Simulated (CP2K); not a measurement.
Two runs for the Cl L₂,₃ edge of chlorine monofluoride. Run A: CP2K XAS_TDP, all-electron GAPW, PBEh(45%), aug-pc-2, TDA, ZORA, spin–orbit coupling. Run B differs in one setting.

First lines with a strength over 0.0003. A:

| atom | energy (eV) | states | strength, one atom |
| --- | --- | --- | --- |
| Cl2 (bonded to F) | 196.04 | 2 | 0.0060 |
|  | 197.55 | 2 | 0.0047 |
|  | 198.54 | 1 | 0.0004 |
|  | 204.04 | 2 | 0.0021 |
|  | 204.25 | 2 | 0.0021 |

B:

| atom | energy (eV) | states | strength, one atom |
| --- | --- | --- | --- |
| Cl2 (bonded to F) | 199.60 | 2 | 0.0055 |
|  | 201.09 | 2 | 0.0049 |
|  | 202.01 | 1 | 0.0004 |
|  | 207.62 | 2 | 0.0016 |
|  | 207.75 | 2 | 0.0024 |

Q: Which was it: the functional, GW2X switched on, the basis?

GW2X switched on. GW2X shifts the lines nearly together; each 2p level gets its own shift. The lowest line over the strength cut lies at 199.60 eV, against 196.04 eV (PBEh(45%), aug-pc-2).

[Hosts, paths, dates, database ids (printed as entryN), source tags and the programs' standing remarks are cut or masked in the printed files.]
